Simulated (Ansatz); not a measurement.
# CdS (Hawleyite, F-43m): phonons and vibrational spectra, part 2 of 2

Task: relax CdS (Hawleyite, F-43m), then find its harmonic phonons.

Ansatz 0.2.0; DFT LDA, scalar-relativistic, plane waves, PAW; PAW set soft_1.

So far. Step 5 (Tight relaxation, k-mesh 12×12×12): The forces vanish by symmetry and the pressure is 0.002 GPa, within the tolerances set. The cell now holds 23.85 Å³/atom. Step 6 (Linear response at the zone centre): Before it was imposed, the acoustic sum rule was missed by 8.0e-5 eV/Å² and the charge sum rule by 1.7e-4 e. Small misses are needed for a sound result but don't prove that mesh and cutoff are converged. The relaxed cell has a = 5.757 Å (conventional setting).

## 7. Phonons on a q mesh (continued)

Harmonic thermodynamic functions per atom, from the density of states. Interpolated from a 4×4×4 q mesh. Thermodynamic functions, by row:

| T (K) | F_vib (meV/atom) | S (J/mol-atom/K) | C_V (J/mol-atom/K) |
| --- | --- | --- | --- |
| 0 | 33.55 | 0 | 0 |
| 50 | 32.36 | 6.292 | 8.598 |
| 100 | 26.99 | 14.22 | 14.74 |
| 200 | 5.37 | 26.78 | 21.02 |
| 300 | -27.28 | 35.75 | 23.02 |
| 400 | -67.97 | 42.5 | 23.82 |
| 500 | -114.9 | 47.86 | 24.21 |
| 600 | -166.9 | 52.29 | 24.43 |
| 700 | -223.1 | 56.07 | 24.56 |
| 800 | -282.9 | 59.36 | 24.65 |
| 900 | -346 | 62.26 | 24.71 |
| 1000 | -411.9 | 64.87 | 24.75 |

Harmonic mean-square displacement, third of the trace. Interpolated from a 4×4×4 q mesh. Mean square displacements, by row:

| T (K) | Cd1 U_eq (Å²) | S2 U_eq (Å²) |
| --- | --- | --- |
| 0 | 0.00212 | 0.00278 |
| 100 | 0.00602 | 0.00549 |
| 300 | 0.01715 | 0.01379 |
| 600 | 0.03412 | 0.02696 |

Symmetry leaves 8 wavevectors to solve. The lowest mode among them, the acoustic zeros apart, lies at q = (0, 0, 0.25) and is real, 34.0 cm⁻¹.

## 8. Finite displacements in a supercell

Finite displacements in a 2×2×2 supercell give force constants from forces alone. They are exact at the wavevectors that the supercell holds, where they check the linear-response result.

Contents of input.yaml:

```yaml
crystal:
  lattice:
    - [0.0, 2.8784341488, 2.8784341488]
    - [2.8784341488, 0.0, 2.8784341488]
    - [2.8784341488, 2.8784341488, 0.0]
  atoms:
    - { symbol: Cd, position: [0.0, 0.0, 0.0] }
    - { symbol: S, position: [0.25, 0.25, 0.25] }
kpoints:
  mp_grid: { grid: [12, 12, 12] }
hamiltonian:
  xc: lda
  pseudopotentials: { kind: paw, azcp: { folder: soft_1 }, xc_functional: pbe }
scf:
  occupations: { method: fixed }
output:
  eigenvalues: true
phonons:
  method: fd
  supercell: [2, 2, 2]
  temperatures: { t_max: 1000, t_step: 50 }
  qpath:
    path:
      - [[0.0, 0.0, 0.0], [-0.5, -0.5, 0.0], [-0.375, -0.375, 0.25]]
      - [[-0.375, 0.0, 0.375], [0.0, 0.0, 0.0], [0.0, 0.0, 0.5], [-0.5, -0.25, 0.25], [-0.5, -0.5, 0.0]]
    npoints: 10
  non_analytic_term:
    high_frequency_dielectric_tensor: [[6.6288, 0.0, 0.0], [0.0, 6.6288, 0.0], [0.0, 0.0, 6.6288]]
    born_effective_charges:
      - { species: Cd, tensor: [[2.1338, 0.0, 0.0], [0.0, 2.1338, 0.0], [0.0, 0.0, 2.1338]] }
      - { species: S, tensor: [[-2.1338, 0.0, 0.0], [0.0, -2.1338, 0.0], [0.0, 0.0, -2.1338]] }
    source: "zone-centre run at this cell"
```

Run with:

```bash
> ansatz run input.yaml --threads 4 --pin off --max-ram 10240MiB --backend cpu --events-out ev --progress --plain --runs-dir out
```

The job ended after 1.8 min (4 threads of Arm Neoverse V1, shared host; peak memory 2.1 GiB).

This step gave:

```yaml
atoms_in_the_supercell: 16
sum_rule_residual_before_enforcement: 1.48e-4 eV/Å²
highest_optical_mode_at_the_zone_centre_no_lo_to_term: 244.0 cm⁻¹
lowest_optical_zone_centre_mode: 244.0 cm⁻¹
```

Interpolated from a 2×2×2 supercell, rough between the solved points, with the LO-TO term (at Γ the limit along the path; where Γ stands inside the path, tables give the limit on arrival). The phonon branches at the labelled points (cm⁻¹):

| point | branch 1 | branch 2 | branch 3 | branch 4 | branch 5 | branch 6 |
| --- | --- | --- | --- | --- | --- | --- |
| Γ | 0 | 0 | 0 | 244 | 244 | 296 |
| halfway | 39 | 39 | 108 | 264 | 264 | 295 |
| X | 54 | 54 | 151 | 286 | 286 | 296 |
| halfway | 53 | 65 | 147 | 284 | 286 | 296 |
| U | 51 | 85 | 137 | 279 | 284 | 297 |
| jump to K | 51 | 85 | 137 | 279 | 284 | 297 |
| halfway | 35 | 67 | 104 | 257 | 266 | 297 |
| Γ | 0 | 0 | 0 | 244 | 244 | 296 |
| halfway | 30 | 30 | 103 | 254 | 254 | 300 |
| L | 42 | 42 | 138 | 264 | 264 | 307 |
| halfway | 50 | 79 | 131 | 272 | 275 | 301 |
| W | 65 | 86 | 133 | 280 | 287 | 296 |
| halfway | 59 | 69 | 144 | 283 | 286 | 296 |
| X | 54 | 54 | 151 | 286 | 286 | 296 |

Tetrahedra on a 20×20×20 mesh, mean over bins of 5 cm-1. Interpolated from a 2×2×2 supercell, rough between the solved points. The phonon density of states by wavenumber; read off at these points:

| wavenumber (cm⁻¹) | phonon density of states (1/cm⁻¹/cell) |
| --- | --- |
| 2 | 6.0e-5 |
| 12 | 0.00134 |
| 22 | 0.00544 |
| 32 | 0.0151 |
| 42 | 0.0502 |
| 52 | 0.0595 |
| 58 | 0.0377 |
| 68 | 0.0212 |
| 78 | 0.0238 |
| 88 | 0.0255 |
| 98 | 0.00397 |
| 108 | 0.00632 |
| 118 | 0.0117 |
| 128 | 0.0343 |
| 132 | 0.0594 |
| 138 | 0.0210 |
| 148 | 0.00518 |
| 162 | 0 |
| 172 | 0 |
| 182 | 0 |
| 192 | 0 |
| 202 | 0 |
| 212 | 0 |
| 222 | 0 |
| 232 | 0 |
| 242 | 5.3e-4 |
| 252 | 0.0184 |
| 268 | 0.0673 |
| 278 | 0.0791 |
| 288 | 0.0112 |
| 298 | 0.149 |
| 308 | 0.00428 |

At Γ the two methods differ by at most 0.0 cm⁻¹.

## 9. Summary of results

* space group after relaxation (within 0.01 Å): F-43m
* volume per atom: 23.8 Å³
* gap on the k-mesh: 0.947 eV
* highest optical mode at the zone centre (no LO-TO term): 244 cm⁻¹
* top of the zone-centre spectrum with the field: 297 cm⁻¹
* lowest optical zone-centre mode: 244 cm⁻¹
* mean high-frequency dielectric constant: 6.63
* mean static dielectric constant: 9.79
* largest Born charge (third of the trace): 2.13 e
* lowest mode on the q mesh (acoustic modes at Γ apart): 34.0 cm⁻¹
* highest frequency on the path or at a solved wavevector: 307 cm⁻¹
* zero-point energy per atom: 33.5 meV
* heat capacity at 300 K: 23.0 J/(mol atoms K)
* vibrational entropy at 300 K: 35.8 J/(mol atoms K)
* Debye temperature (second moment): 389 K
* imaginary modes on the 4×4×4 q mesh: none

What this shows: The structure is a minimum as far as tested: no mode is imaginary at the 8 irreducible wavevectors of the 4×4×4 mesh, and the softest away from the acoustic zeros lies at 34 cm⁻¹. Without the field, the optical modes at Γ form one degenerate level at 244 cm⁻¹. The highest mode in this list at Γ, 243.9 cm⁻¹, is mostly motion of S (78 % of the kinetic energy). With the macroscopic field of the longitudinal modes the top of the zone-centre spectrum lies at 297 cm⁻¹, against 244 cm⁻¹ without it. Lattice motion raises the mean dielectric constant from 6.629 to 9.793. The strongest infrared line is at 244 cm⁻¹. On the path and the mesh, the widest gap between branches runs from 151 to 244 cm⁻¹. Finite displacements and linear response differ by 0.0 cm⁻¹ in the highest zone-centre mode. With the field response the log warns that the k mesh is coarse for the force constants too, so the frequencies may not be converged. The program warns that the interpolation holds no quadrupole term, so branches close to Γ can be off in this crystal. The PAW files were made for PBE and serve the other functionals too. These are harmonic frequencies at zero temperature: anharmonic shifts, linewidths and thermal expansion are left out.

[Logs are printed without paths, hosts, clocks, repeated set-up lines and the standing remarks that a program may print on its own settings, such as how far it seeks lower states.]

[Hosts, paths, dates, database ids (printed as entryN), source tags and the programs' standing remarks are cut or masked in the printed files.]
